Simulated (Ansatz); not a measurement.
# H6C2SO: which shell does photoemission see at 21.2 and 100 eV? (r²SCAN)

The valence band of H6C2SO mixes several shells. Work out by hand which one leads the spectrum's area at each photon energy.

Filled states come from the projected DOS of Ansatz 0.2.0 (r²SCAN, plane waves); cross sections σ and asymmetry parameters β are those of free atoms in a Dirac–Hartree–Slater calculation. A shell's area is states × σ × angular factor, which is 1 + β·P₂(cos θ) for linear light, with θ = 0° from the polarisation and P₂ = 1.000.

**At 21.2 eV** (states counted from 8.8 eV below the zero; other shells add 0 to the products' sum of 365):

| shell | filled states a cell | cross section (Mb an electron) | β | angular factor | product | share by hand (%) | share in the simulated spectrum (%) |
| --- | --- | --- | --- | --- | --- | --- | --- |
| C 2s | 0.46 | 0.584 | 2.00 | 3.00 | 0.806 | 0 | 0 |
| C 2p | 25.96 | 2.74 | 1.32 | 2.33 | 165 | 45 | 45 |
| H 1s | 13.04 | 1.88 | 2.00 | 3.00 | 73.6 | 20 | 20 |
| O 2p | 18.85 | 2.73 | 0.81 | 1.81 | 93.2 | 26 | 26 |
| S 3p | 10.40 | 1.08 | 1.85 | 2.85 | 32 | 9 | 9 |

**At 100 eV** (states counted from 22.9 eV below the zero; other shells add 7.8 to the products' sum of 37.5):

| shell | filled states a cell | cross section (Mb an electron) | β | angular factor | product | share by hand (%) | share in the simulated spectrum (%) |
| --- | --- | --- | --- | --- | --- | --- | --- |
| C 2s | 8.87 | 0.181 | 2.00 | 3.00 | 4.81 | 13 | 13 |
| C 2p | 27.91 | 0.0791 | 1.44 | 2.44 | 5.38 | 14 | 14 |
| H 1s | 18.91 | 0.0193 | 2.00 | 3.00 | 1.1 | 3 | 3 |
| O 2p | 20.05 | 0.285 | 1.50 | 2.50 | 14.3 | 38 | 38 |
| S 3p | 13.23 | 0.128 | 1.47 | 2.47 | 4.18 | 11 | 11 |

C 2p leads at 21.2 eV and O 2p at 100 eV. Between the two energies σ of C 2p changes by a factor 0.029 and that of O 2p by 0.10, so their ratio moves 3.6-fold in favour of the second. The simulated spectrum uses the same rule on the energy-resolved DOS, so the two share columns agree within a few points.

Only crystals where the two columns agree within 4 points and the lead is clear are worked in this form. Free-atom cross sections ignore the solid's final states, no escape depth or background enters, and the count of states a shell hangs on the projection.
